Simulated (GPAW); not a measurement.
**Dielectric function and optical constants of KI**

Wanted: where KI starts to absorb, how strongly, and its refractive index.

Main program and level: GPAW 26.7.0; DFT, PBE, plane-wave PAW (GPAW data sets), scalar-relativistic, RPA, optical limit.

### 1. Set-up

It takes space group Fm-3m (No. 225, cubic). Conventional cell: a = 7.066 Å, b = 7.066 Å, c = 7.066 Å, α = 90.00°, β = 90.00°, γ = 90.00°. I has 6 K at 3.53 Å nearest. Nearest to K lie 6 I at 3.53 Å. Farther neighbours and most contacts between anions are not listed.

### 2. Ground state

First the ground state: is it a metal or has it a gap?

This step: DFT, PBE, plane-wave PAW (GPAW data sets), scalar-relativistic, ground state (GPAW 26.7.0).

Input file gs.py:

```python
from ase import Atoms
from ase.dft.bandgap import bandgap
from gpaw import GPAW, PW, FermiDirac

atoms = Atoms(['I', 'K'],
              cell=[[0.000000000000, 3.532775000000, 3.532775000000],
                    [3.532775000000, 0.000000000000, 3.532775000000],
                    [3.532775000000, 3.532775000000, 0.000000000000]],
              scaled_positions=[[0.500000000000, 0.500000000000, 0.500000000000],
                                [0.000000000000, 0.000000000000, 0.000000000000]],
              pbc=[True, True, True])
atoms.calc = GPAW(mode=PW(500), xc='PBE', kpts={'size': (6, 6, 6), 'gamma': True},
                  occupations=FermiDirac(0.05), maxiter=150, txt='gs.txt')
print('energy (eV)', atoms.get_potential_energy())
print('Fermi level (eV)', atoms.calc.get_fermi_level())
print('valence electrons', atoms.calc.get_number_of_electrons())
print('gap (eV)', bandgap(atoms.calc, output=None)[0])
print('direct gap (eV)', bandgap(atoms.calc, direct=True, output=None)[0])
atoms.calc.write('gs.gpw')
```

Command:

```
$ OMP_NUM_THREADS=1 python gs.py
```

Numbers of over 12 decimals in the logs are rounded to 6 here.

What it wrote:

```text
__  _  _
 | _ |_)|_||  |
 |__||  | ||/\| - 26.7.0

Versions:
  Python: 3.12.14
  ASE:    3.29.0
  Numpy:  2.5.5
  Scipy:  1.18.1
  Libxc:  7.0.0

Input parameters:
  mode=PW(ecut=500.0),
  kpts=MonkhorstPack(size=(6, 6, 6), gamma=True),
  maxiter=150,
  occupations=Occupations(name='fermi-dirac', width=0.05, fixmagmom=False),
  xc=XC(name='PBE')

Diagonalizing LCAO Hamiltonian
Converting LCAO to pw mode

                   I

       K

Atoms  # Å, Bohr magnetons
|   | symbol |        x |        y |        z |    initial magnetic moments |
| 0 |      I | 3.532775 | 3.532775 | 3.532775 | ( 0.0000,  0.0000,  0.0000) |
| 1 |      K | 0.000000 | 0.000000 | 0.000000 | ( 0.0000,  0.0000,  0.0000) |

Unit cell  # Å
| periodic |        x |        y |        z |  lengths |    angles |
|      yes | 0.000000 | 3.532775 | 3.532775 | 4.996098 | 60.000000 |
|      yes | 3.532775 | 0.000000 | 3.532775 | 4.996098 | 60.000000 |
|      yes | 3.532775 | 3.532775 | 0.000000 | 4.996098 | 60.000000 |

Number of symmetries: 48
Symmetry operations  # r_c * U_cc + t_c -> r_c
|    | kind |            matrix            |
|  0 |  σ   |  1, 0, 0,  1, 0,-1,  1,-1, 0 |
|  1 |  C2  |  1, 0, 0,  1,-1, 0,  1, 0,-1 |
|  2 |  E   |  1, 0, 0,  0, 1, 0,  0, 0, 1 |
|  3 |  σ   |  1, 0, 0,  0, 0, 1,  0, 1, 0 |
|  4 |  C4  |  1, 0,-1,  1, 0, 0,  1,-1, 0 |
|  5 |  S6  |  1, 0,-1,  1,-1, 0,  1, 0, 0 |
|  6 |  σ   |  1, 0,-1,  0, 1,-1,  0, 0,-1 |
|  7 |  C3  |  1, 0,-1,  0, 0,-1,  0, 1,-1 |
|  8 |  S6  |  1,-1, 0,  1, 0, 0,  1, 0,-1 |
|  9 |  C4  |  1,-1, 0,  1, 0,-1,  1, 0, 0 |
| 10 |  C3  |  1,-1, 0,  0,-1, 1,  0,-1, 0 |
| 11 |  σ   |  1,-1, 0,  0,-1, 0,  0,-1, 1 |
| 12 |  σ   |  0, 1, 0,  1, 0, 0,  0, 0, 1 |
| 13 |  C4  |  0, 1, 0,  0, 1,-1, -1, 1, 0 |
| 14 |  C3  |  0, 1, 0,  0, 0, 1,  1, 0, 0 |
| 15 |  S6  |  0, 1, 0, -1, 1, 0,  0, 1,-1 |
| 16 |  C2  |  0, 1,-1,  1, 0,-1,  0, 0,-1 |
| 17 |  σ   |  0, 1,-1,  0, 1, 0, -1, 1, 0 |
| 18 |  S4  |  0, 1,-1,  0, 0,-1,  1, 0,-1 |
| 19 |  C4  |  0, 1,-1, -1, 1, 0,  0, 1, 0 |
| 20 |  C3  |  0, 0, 1,  1, 0, 0,  0, 1, 0 |
| 21 |  σ   |  0, 0, 1,  0, 1, 0,  1, 0, 0 |
| 22 |  S6  |  0, 0, 1,  0,-1, 1, -1, 0, 1 |
| 23 |  C4  |  0, 0, 1, -1, 0, 1,  0,-1, 1 |
| 24 |  S4  |  0, 0,-1,  1, 0,-1,  0, 1,-1 |
| 25 |  C3  |  0, 0,-1,  0, 1,-1,  1, 0,-1 |
| 26 |  C2  |  0, 0,-1,  0,-1, 0, -1, 0, 0 |
| 27 |  S6  |  0, 0,-1, -1, 0, 0,  0,-1, 0 |
| 28 |  S4  |  0,-1, 1,  1,-1, 0,  0,-1, 0 |
| 29 |  C4  |  0,-1, 1,  0, 0, 1, -1, 0, 1 |
| 30 |  C2  |  0,-1, 1,  0,-1, 0,  1,-1, 0 |
| 31 |  σ   |  0,-1, 1, -1, 0, 1,  0, 0, 1 |
| 32 |  C3  |  0,-1, 0,  1,-1, 0,  0,-1, 1 |
| 33 |  S6  |  0,-1, 0,  0, 0,-1, -1, 0, 0 |
| 34 |  S4  |  0,-1, 0,  0,-1, 1,  1,-1, 0 |
| 35 |  C2  |  0,-1, 0, -1, 0, 0,  0, 0,-1 |
| 36 |  C2  | -1, 1, 0,  0, 1, 0,  0, 1,-1 |
| 37 |  S6  | -1, 1, 0,  0, 1,-1,  0, 1, 0 |
| 38 |  S4  | -1, 1, 0, -1, 0, 1, -1, 0, 0 |
| 39 |  C3  | -1, 1, 0, -1, 0, 0, -1, 0, 1 |
| 40 |  S6  | -1, 0, 1,  0, 0, 1,  0,-1, 1 |
| 41 |  C2  | -1, 0, 1,  0,-1, 1,  0, 0, 1 |
| 42 |  C3  | -1, 0, 1, -1, 1, 0, -1, 0, 0 |
| 43 |  S4  | -1, 0, 1, -1, 0, 0, -1, 1, 0 |
| 44 |  C2  | -1, 0, 0,  0, 0,-1,  0,-1, 0 |
| 45 |  i   | -1, 0, 0,  0,-1, 0,  0, 0,-1 |
| 46 |  σ   | -1, 0, 0, -1, 1, 0, -1, 0, 1 |
| 47 |  C2  | -1, 0, 0, -1, 0, 1, -1, 1, 0 |

BZ-sampling:
  Number of BZ points: 216
  Number of IBZ points: 16

  Monkhorst-Pack size: [6, 6, 6]
  Monkhorst-Pack shift: [0.083333, 0.083333, 0.083333]

K-points  # in reciprocal-cell coordinates
|     |                                coordinates |     weight |
|   0 | (  0.00000000,   0.00000000,   0.00000000) | 0.00462963 |
|   1 | (  0.16666667,   0.16666667,   0.00000000) | 0.02777778 |
|   2 | (  0.16666667,   0.16666667,   0.16666667) | 0.03703704 |
|   3 | (  0.33333333,   0.16666667,   0.16666667) | 0.05555556 |
|   4 | (  0.33333333,   0.33333333,  -0.33333333) | 0.05555556 |
|   5 | (  0.33333333,   0.33333333,   0.00000000) | 0.02777778 |
|   6 | (  0.33333333,   0.33333333,   0.16666667) | 0.11111111 |
|   7 | (  0.33333333,   0.33333333,   0.33333333) | 0.03703704 |
|   8 | (  0.50000000,   0.33333333,  -0.33333333) | 0.11111111 |
|   9 | (  0.50000000,   0.33333333,  -0.16666667) | 0.05555556 |
| ... |                                            |            |
|  15 | (  0.50000000,   0.50000000,   0.50000000) | 0.01851852 |

Plane wave coefficients: 2253
Cutoff: 500.0 eV

Spin-components: 1 (collinear spins)
Bands:           9
Projectors:      10
Spin-degeneracy: 2
Datatype:        complex128

Parallelization:
  kpt:    1
  domain: 1
  band:   1

Density:
  Valence electrons: 16.0
  Components: 1
  Grid points: [27 27 27]
  Charge: 0.0  # |e|

Potential:
  Grid points: [27 27 27]

species:
  I:
    name:    Iodine
    id:
    Z:       53.0
    valence: 7
    core:    46
    charge:  0.0  # [|e|]
    compensation charges:
      type: gauss
      rc: 0.37  # [Å]
      lmax: 2
    cutoffs:
      filter: 2.06  # [Å]
      core: 2.90  # [Å]
    projectors
    | kind |    occ | energy [eV] | rcut [Å] |
    |   5s |  2.000 |     -17.382 |    1.164 |
    |   5p |  5.000 |      -7.088 |    1.164 |
    |    s |        |       9.829 |    1.164 |
    |    p |        |      20.123 |    1.164 |
    |    d |        |       0.000 |    1.164 |

    Using partial waves for I as LCAO basis

  K:
    name:    Potassium
    id:
    Z:       19.0
    valence: 9
    core:    10
    charge:  0.0  # [|e|]
    compensation charges:
      type: gauss
      rc: 0.35  # [Å]
      lmax: 2
    cutoffs:
      filter: 1.91  # [Å]
      core: 1.27  # [Å]
    projectors
    | kind |    occ | energy [eV] | rcut [Å] |
    |   3s |  2.000 |     -35.338 |    1.122 |
    |   4s |  1.000 |      -2.319 |    1.122 |
    |   3p |  6.000 |     -18.813 |    1.106 |
    |    p |        |       8.398 |    1.106 |
    |    d |        |       0.000 |    0.937 |

    Using partial waves for K as LCAO basis

Reference energy: -209923.048885  # eV

eigensolver:
  PPCG
  Converge bands: occupied
  niter=2

density mixing:
  MSR1-Mixer
  Pratt-step length: 0.05
  Maximum mixing coefficient: 0.75
  Old densities: 10
  SVD Regularization: 0.005
  Good broyden scale: 1.0
  Trust region scale: 1.0
  Backstep threshold: 4.0
  History deletion threshold: 6.0
  Fourier metric: weight=20.0, sigma=0.015

occupation numbers:
  Fermi-Dirac:
    width: 0.0500  # eV

poisson solver:
  ecut: 4000.0  # eV

xc functional:
  name: PBE with 2 nearest neighbor stencil

convergence criteria:
- Maximum [total energy] change in last 3 cyles: 0.0005 eV / valence electron
- Maximum integral of absolute [dens]ity change: 0.0001 electrons / valence electron
- Maximum integral of absolute [eigenst]ate change: 4e-08 eV^2 / valence electron
maximum number of iterations: 150

SCF iterations
|iter     |      energy | eigst |  dens |
|iter:   1||   -5.794509 | -0.32 |       |
|iter:   2||   -5.785843 | -2.15 | -1.36 |
|iter:   3||   -5.721149 | -1.70 | -1.38 |
|iter:   4||   -5.720897 | -2.88 | -1.73 |
|iter:   5||   -5.722287c| -3.94 | -2.11 |
|iter:   6||   -5.722458c| -5.10 | -2.68 |
|iter:   7||   -5.722465c| -6.22 | -3.53 |
|iter:   8||   -5.722466c| -7.08 | -3.95 |
|iter:   9||   -5.722466c| -7.75c| -4.95c|

Converged in 9 steps
SCF loop duration: 5.381 s (0.598 s/step)
Energy contributions relative to reference atoms: (reference = -209923.048885)

Energy contributions:
  Kinetic:           5.186791
  Coulomb:          -4.474382
  Zero:             -0.666341
  External:          0.000000
  Xc:               -5.768534
  Entropy:           0.000000
  Spinorbit:         0.000000
  ----------------------------
  Free energy:      -5.722466
  Extrapolated:     -5.722466

dipole moment: (-25.748971, -25.748971, -25.748971)  # |e|*Ang

Fermi level: 2.227
Eigenvalues  # (at kpt = [0.000, 0.000, 0.000])
| band index |      eig [eV] | occ [0-2] |
|          0 |       -27.999 |     2.000 |
|          1 |       -11.519 |     2.000 |
|          2 |       -11.519 |     2.000 |
|          3 |       -11.519 |     2.000 |
|          4 |       -10.004 |     2.000 |
|          5 |         0.472 |     2.000 |
|          6 |         0.472 |     2.000 |
|          7 |         0.472 |     2.000 |
|          8 |         4.449 |     0.000 |

Gap: 3.977 eV
Transition (v -> c):
  (s=0, k=0, n=7, [0.00, 0.00, 0.00]) -> (s=0, k=0, n=8, [0.00, 0.00, 0.00])
No difference between direct/indirect transitions

--- standard output ---
energy (eV) -5.722466
Fermi level (eV) 2.226913
valence electrons 16.0
gap (eV) 3.976871
direct gap (eV) 3.976871
```

Wall time 6.6 s (1 thread of Arm Neoverse V2, shared host); peak memory 0.15 GiB.

Numbers from this step:

| Item | Value |
| --- | --- |
| energy | -5.722 eV |
| Fermi energy | 2.227 eV |
| gap on the k-mesh | 3.977 eV |
| direct gap on the mesh | 3.977 eV |
| electrons | 16 |

There is a gap, 3.98 eV on this mesh (points off the mesh can give less), so no carriers' term is needed.

### 3. Bands for the response

At the fixed density, many empty bands are solved on the mesh of the response, since the spectrum sums over them.

This step: DFT, PBE, plane-wave PAW (GPAW data sets), scalar-relativistic, bands at fixed density (GPAW 26.7.0).

Input file nscf.py:

```python
from ase.dft.bandgap import bandgap
from gpaw import GPAW, FermiDirac

calc = GPAW('gs.gpw').fixed_density(kpts={'size': (9, 9, 9), 'gamma': True}, nbands=56, convergence={'bands': 50},
                                    occupations=FermiDirac(0.001), txt='nscf.txt')
print('gap (eV)', bandgap(calc, output=None)[0])
print('direct gap (eV)', bandgap(calc, direct=True, output=None)[0])
print('top band over the Fermi level (eV)', min(calc.get_eigenvalues(kpt=k)[49] for k in range(len(calc.get_ibz_k_points()))) - calc.get_fermi_level())
calc.write('full.gpw', mode='all')
```

Command:

```
$ OMP_NUM_THREADS=1 python nscf.py
```

What it wrote:

```text
Diagonalizing LCAO Hamiltonian
Converting LCAO to pw mode
convergence criteria:
- Maximum integral of absolute [eigenst]ate change: 4e-08 eV^2 / valence electron
maximum number of iterations: 150

SCF iterations
|iter     |      energy | eigst |  dens |
|iter:   1||             | +3.92 |       |
|iter:   2||             | +2.61 |       |
|iter:   3||             | +1.53 |       |
|iter:   4||             | +0.18 |       |
|iter:   5||             | -0.91 |       |
|iter:   6||             | -1.91 |       |
|iter:   7||             | -2.75 |       |
|iter:   8||             | -3.77 |       |
|iter:   9||             | -4.57 |       |
|iter:  10||             | -5.58 |       |
|iter:  11||             | -6.33 |       |
|iter:  12||             | -7.02 |       |
|iter:  13||             | -7.54c|       |
SCF steps: 13
  __  _  _
 | _ |_)|_||  |
 |__||  | ||/\| - 26.7.0

Versions:
  Python: 3.12.14
  ASE:    3.29.0
  Numpy:  2.5.5
  Scipy:  1.18.1
  Libxc:  7.0.0

Input parameters:
  mode=PW(ecut=500.0),
  convergence={'bands': 50},
  gpts=array([27, 27, 27]),
  kpts=MonkhorstPack(size=(9, 9, 9), gamma=True),
  maxiter=150,
  nbands=56,
  occupations=Occupations(name='fermi-dirac', width=0.001, fixmagmom=False),
  parallel={},
  xc=XC(name='PBE')

--- standard output ---
gap (eV) 3.976871
direct gap (eV) 3.976871
top band over the Fermi level (eV) 29.745567
```

Wall time 98 s (1 thread); peak memory 0.24 GiB.

### 4. Dielectric function, RPA

Transitions between filled and empty bands, summed over the zone, give the optical response, so mesh, band count and broadening shape it.

The induced potential is part of this response.

This step: DFT, PBE, plane-wave PAW (GPAW data sets), scalar-relativistic, RPA, optical limit (GPAW 26.7.0).

Input file df.py:

```python
from gpaw.response.df import DielectricFunction

df = DielectricFunction('full.gpw', frequencies={'type': 'nonlinear', 'domega0': 0.03, 'omega2': 8},
                        ecut=60,
                        eta=0.1,
                        nbands=50,
                        txt='df.txt')
for direction in ['x']:
    df.get_dielectric_function(xc='RPA', direction=direction, filename=f'df_{direction}.csv')
```

Command:

```
$ OMP_NUM_THREADS=1 python df.py
```

What it wrote:

```text
Using integrator: PointIntegrator
NonLinearFrequencyDescriptor(from 0.000 to 63.145 eV, 494 points)
Nonperiodic BCs:  [False False False]
Using integrator: PointIntegrator
NonLinearFrequencyDescriptor(from 0.000 to 63.145 eV, 494 points)
Nonperiodic BCs:  [False False False]

Calculating chi0 body with:
    Ground state adapter containing:
    Number of spins: 1
    Number of kpoints: 729
    Number of irreducible kpoints: 35
    Number of completely occupied states: 8
    Number of partially occupied states: 8

    Linear response parametrization:
    q_c: [0.0, 0.0, 0.0]
    Number of frequency points: 494
    Planewave cutoff: 60.0
    Number of bands: 50
    Number of planewaves: 89
    Broadening (eta): 0.1

Integrating chi0 body.

Symmetries of q_c:
    Direct symmetries (Uq -> q): 48
    Indirect symmetries (TUq -> q): 0
In total 48 allowed symmetries.

35 groups of equivalent kpoints. 95.198903% reduction.

Integral kind: spectral function

Calculating chi0 optical extensions with:
    Ground state adapter containing:
    Number of spins: 1
    Number of kpoints: 729
    Number of irreducible kpoints: 35
    Number of completely occupied states: 8
    Number of partially occupied states: 8

    Linear response parametrization:
    Number of frequency points: 494
    Planewave cutoff: 60.0
    Number of bands: 50
    Number of planewaves: 89
    Broadening (eta): 0.1
Integrating chi0 head and wings.

Symmetries of q_c:
    Direct symmetries (Uq -> q): 48
    Indirect symmetries (TUq -> q): 0
In total 48 allowed symmetries.

35 groups of equivalent kpoints. 95.198903% reduction.

Integral kind: spectral function wings
```

Wall time 14 s (1 thread); peak memory 0.4 GiB.

This step gave:

| Property | Result |
| --- | --- |
| electronic dielectric constant ε∞, mean over x, y and z (by symmetry where fewer were run) | 2.604 |
| main peak of Im epsilon, first axis | 6.338 eV |
| centre of weight of the strongest loss peak in the window | 11.21 eV |

[end of part 1 of 2]

[Machine, clock and banner lines and Python warnings are left out of the logs.]

[Logs are printed without paths, hosts, clocks, repeated set-up lines and the standing remarks that a program may print on its own settings, such as how far it seeks lower states.]

[Hosts, paths, dates, database ids (printed as entryN), source tags and the programs' standing remarks are cut or masked in the printed files.]
